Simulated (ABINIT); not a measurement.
# Quasiparticle gap of CsGeCl3 (R3m) in ABINIT, part 3 of 3

Aim: the G0W0 gap of CsGeCl3 (R3m) on LDA, step by step.

ABINIT 10.8.3; LDA and many-body steps on it, plane waves. Known limits of the many-body steps: not at the basis limit; no spin-orbit coupling; coarse k mesh.

So far. Step 4 (Empty states on the mesh, 2×2×2 mesh, 188 bands): On this mesh the gap is 1.977 eV. Step 5 (Screening, 2×2×2 mesh, 172 bands, screening to 119.7 eV): Local fields lower ε∞ by 18 %. On a Γ-centred mesh this coarse the value itself is usually too large, while a short band sum pulls it down.

## Step 6: Self-energy, 2×2×2 mesh, 172 bands, screening to 119.7 eV

The self-energy is evaluated for the states that the input lists, and the levels follow from it, in one-shot runs by the linearised quasiparticle equation.

This step: G0W0 on LDA, plane waves, norm-conserving pseudopotentials.

Input file run.abi:

```
acell 3*1.0 Angstrom
rprim 
  3.846816390705 2.220960478697 3.178300533600
  -3.846816390705 2.220960478697 3.178300533600
  -0.000000000000 -4.441920957394 3.178300533600
ntypat 3
znucl 55 32 17
natom 5
typat 1 2 3 3 3
xred 
  0.998403350000 0.998403350000 0.998403350000
  0.515533150000 0.515533150000 0.515533150000
  0.496712670000 0.496712670000 0.948638170000
  0.496712670000 0.948638170000 0.496712670000
  0.948638170000 0.496712670000 0.496712670000
pp_dirpath "pseudos"
pseudos "Cs.upf, Ge.upf, Cl.upf"
ecut 56
ngkpt 2 2 2
nshiftk 1
shiftk 0 0 0
kptopt 1
chksymbreak 0
istwfk *1
occopt 1
irdwfk 1
optdriver 4
nband 172
gwcalctyp 0
ecutsigx 56
symsigma 1
nkptgw 2
kptgw 
  0.5000000000 0.5000000000 0.5000000000
  0.0000000000 0.0000000000 0.0000000000
bdgw 
  25 28
  24 29
ecuteps 4.4
irdscr 1
ppmodel 1
indata_prefix "in"
outdata_prefix "out"
tmpdata_prefix "tmp"
```

The run is started by

```
> OMP_NUM_THREADS=1 mpirun -n 4 abinit run.abi > log
```

Numbers of over 12 decimals in the logs are rounded to 6 here.

The program printed:

```text
.Version 10.8.3 of ABINIT. v10.8.2 released Aug 2026.

 Symmetries : space group R3 m (#160); Bravais hR (rhombohedral)
[... echo of the input left out ...]
== DATASET  1 ==================================================================
-   mpi_nproc: 4, omp_nthreads: 1 (-1 if OMP is not activated)

--- !DatasetInfo
iteration_state: {dtset: 1, }
dimensions: {natom: 5, nkpt: 4, mband: 172, nsppol: 1, nspinor: 1, nspden: 1, mpw: 22041, }
cutoff_energies: {ecut:  56.0, pawecutdg:  -1.0, }
electrons: {nelect:   5.20000000E+01, charge:   0.00000000E+00, occopt:   1.00000000E+00, tsmear:   1.00000000E-02, }

 SIGMA: Calculation of the GW corrections

 Based on a program developped by R.W. Godby, V. Olevano, G. Onida, and L. Reining.
 Incorporated in ABINIT by V. Olevano, G.-M. Rignanese, and M. Torrent.
.Using double precision arithmetic ; gwpc =  8

[... cell and pseudopotentials left out ...]
--------------------------------------------------------------------------------

 ==== K-mesh for the wavefunctions ====
 Number of points in the irreducible wedge :     4
[... list of points left out ...]
 Together with  6 symmetry operations and time-reversal symmetry
 yields     8 points in the full Brillouin Zone.

 ==== Q-mesh for screening function ====
 Number of points in the irreducible wedge :     4
[... list of points left out ...]
 Together with  6 symmetry operations and time-reversal symmetry
 yields     8 points in the full Brillouin Zone.

 vcoul_init : cutoff-mode = AUXILIARY_FUNCTION
 q-points for optical limit:   1
     1)      0.000010    0.000020    0.000030
 setmesh: FFT mesh size selected  =    72x   72x   72
          total number of points  =       373248

 Number of electrons calculated from density =   52.0000; Expected =   52.0000
 average of density, n =  0.047295
 r_s =    1.7154
 omega_plasma =   20.9780 [eV]

 === KS Band Gaps ===
  >>>> For spin  1
   Minimum direct gap =   1.9771 [eV], located at k-point      :   0.5000  0.5000  0.5000
   Fundamental gap    =   1.9771 [eV], Top of valence bands at :   0.5000  0.5000  0.5000
                                       Bottom of conduction at :   0.5000  0.5000  0.5000
 SIGMA fundamental parameters:
 PLASMON POLE MODEL  1
 number of plane-waves for SigmaX                22041
 number of plane-waves for SigmaC and W            467
 number of plane-waves for wavefunctions         22041
 number of bands                                   172
 number of independent spin polarizations            1
 number of spinorial components                      1
 number of k-points in IBZ                           4
 number of q-points in IBZ                           4
 number of symmetry operations                       6
 number of k-points in BZ                            8
 number of q-points in BZ                            8
 number of frequencies for dSigma/dE                 9
 frequency step for dSigma/dE [eV]                0.25
 number of omega for Sigma on real axis              0
 max omega for Sigma on real axis  [eV]           0.00
 zcut for avoiding poles [eV]                     0.10

 EPSILON^-1 parameters (SCR file):
 dimension of the eps^-1 matrix on file            467
 dimension of the eps^-1 matrix used               467
 number of plane-waves for wavefunctions         22041
 number of bands                                   172
 number of q-points in IBZ                           4
 number of frequencies                               2
 number of real frequencies                          1
 number of imag frequencies                          1

 matrix elements of self-energy operator (all in [eV])

 Perturbative Calculation

--- !SelfEnergy_ee
iteration_state: {dtset: 1, }
kpoint     : [   0.500,    0.500,    0.500, ]
spin       : 1
KS_gap     :    1.977
QP_gap     :    3.618
Delta_QP_KS:    1.641
data: !SigmaeeData |
     Band     E0 <VxcDFT>   SigX SigC(E0)      Z dSigC/dE  Sig(E)    E-E0       E
       25  -0.190 -14.219 -18.514   3.009   0.772  -0.295 -15.212  -0.993  -1.183
       26   1.959 -14.764 -16.833   1.541   0.788  -0.269 -15.180  -0.416   1.543
       27   3.936 -11.282  -6.604  -3.162   0.808  -0.237 -10.057   1.225   5.161
       28   3.936 -11.282  -6.604  -3.162   0.808  -0.237 -10.057   1.225   5.161

--- !SelfEnergy_ee
iteration_state: {dtset: 1, }
kpoint     : [   0.000,    0.000,    0.000, ]
spin       : 1
KS_gap     :    5.520
QP_gap     :    7.238
Delta_QP_KS:    1.718
data: !SigmaeeData |
     Band     E0 <VxcDFT>   SigX SigC(E0)      Z dSigC/dE  Sig(E)    E-E0       E
       24  -0.526 -14.055 -18.275   2.966   0.773  -0.294 -15.024  -0.969  -1.496
       25  -0.526 -14.055 -18.275   2.966   0.773  -0.294 -15.024  -0.969  -1.496
       26  -0.340 -13.977 -17.781   2.681   0.775  -0.291 -14.847  -0.870  -1.210
       27   5.180  -7.348  -3.022  -3.316   0.839  -0.192  -6.500   0.848   6.028
       28   6.059  -7.267  -2.987  -3.207   0.841  -0.189  -6.365   0.902   6.961
       29   6.059  -7.267  -2.987  -3.207   0.841  -0.189  -6.365   0.902   6.961

== END DATASET(S) ==============================================================
================================================================================

 -outvars: echo values of variables after computation  --------
           etotal      0.0000000000E+00
            nband         172
             nkpt           4
          spgroup         160
 [... the other variables as echoed above ...]

 Calculation completed.
```

Wall time 16 s (4 MPI ranks of AMD EPYC 9R45, shared host); peak memory 2 GiB.

This step gave:

| Property | Result |
| --- | --- |
| G0W0 gap on the points computed | 3.618 eV |
| starting gap on the mesh | 1.977 eV |
| k of the valence top | 0.5, 0.5, 0.5 |
| k of the conduction bottom | 0.5, 0.5, 0.5 |
| Z at the valence top | 0.788 |
| Z at the conduction bottom | 0.808 |
| least direct G0W0 gap on the computed points | 3.618 eV |

The gap on the mesh goes from 1.98 eV to 3.62 eV, a correction of +1.64 eV.

Limits: finite bands, cutoff and mesh; no spin-orbit coupling; coarse k mesh. v1 is the top filled band, c1 the lowest empty one. Levels before and after the correction, in eV, zero at the valence-band top of each column:

```
           conduction bottom  valence top
Kohn-Sham               1.98         0.00
     G0W0               3.62         0.00
```

```csv
,level,energy (eV)
Kohn-Sham,(0.5 0.5 0.5) v2,-2.149
Kohn-Sham,(0.5 0.5 0.5) v1,0.000
Kohn-Sham,(0.5 0.5 0.5) c1-c2,1.977
G0W0,(0.5 0.5 0.5) v2,-2.726
G0W0,(0.5 0.5 0.5) v1,0.000
G0W0,(0.5 0.5 0.5) c1-c2,3.618
```

## Step 7: Where the time went

Times are wall times on 4 MPI ranks of AMD EPYC 9R45, shared host, good to a factor of about two.

```csv
step,time,share,memory (GiB)
ground state,1.8 min,24 %,0.79
bands along the symmetry lines,1.9 min,25 %,0.81
empty states on the mesh,2.6 min,34 %,0.76
screening,54 s,12 %,2.9
self-energy,16 s,4 %,2.0
```

## Step 8: Outcome

```
LDA gap              : 1.98 eV, indirect (only 2 meV under the direct gap)
G0W0 gap on the mesh : 3.62 eV
GW settings          : 2×2×2 mesh, 172 bands, screening to 119.7 eV, Godby-Needs plasmon pole
known limits         : not at the basis limit; no spin-orbit coupling; coarse k mesh
```

In words: G0W0 moves the gap on the mesh from 1.98 eV to 3.62 eV (+1.64 eV), with Z of 0.79 and 0.81 at the edges. Local fields lower the RPA ε∞ on this mesh from 7.23 to 5.96; a Γ-centred mesh this coarse tends to raise both, most where the direct gap is narrow, while a short band sum lowers them. Only 2 of the mesh's irreducible points were corrected, so a valley elsewhere could overtake. Bands and cutoff are finite, so the gap is not at the basis limit. The miss can reach some tenths of an eV and take either sign; the mesh is an error of its own. In the G0W0 run levels were corrected at 2 k points alone, so a gap called «on the mesh» is the least over those, and an edge elsewhere would be missed. The 2×2×2 mesh is coarse for this cell, which bears on the long-range parts of exchange and screening. The many-body steps are scalar-relativistic: spin-orbit coupling is not in them.

[Paths, hosts, dates, memory and timing lines, banners, echoed tables and standing remarks are left out of the program output.]

[Logs are printed without paths, hosts, clocks, repeated set-up lines and the standing remarks that a program may print on its own settings, such as how far it seeks lower states.]

[Runs of the session that timed out or met a known fault of the program may be left out.]

[Hosts, paths, dates, database ids (printed as entryN), source tags and the programs' standing remarks are cut or masked in the printed files.]

[G0W0 gaps are taken among the corrected bands and points alone; a level outside them can change the order at an edge.]

[Where Ansatz stands beside ABINIT at settings called matched, ABINIT's density can come from a denser mesh and the files from another edition; pairs whose starting gaps differed by over 0.03 eV were left out, so agreement reads better than it is.]
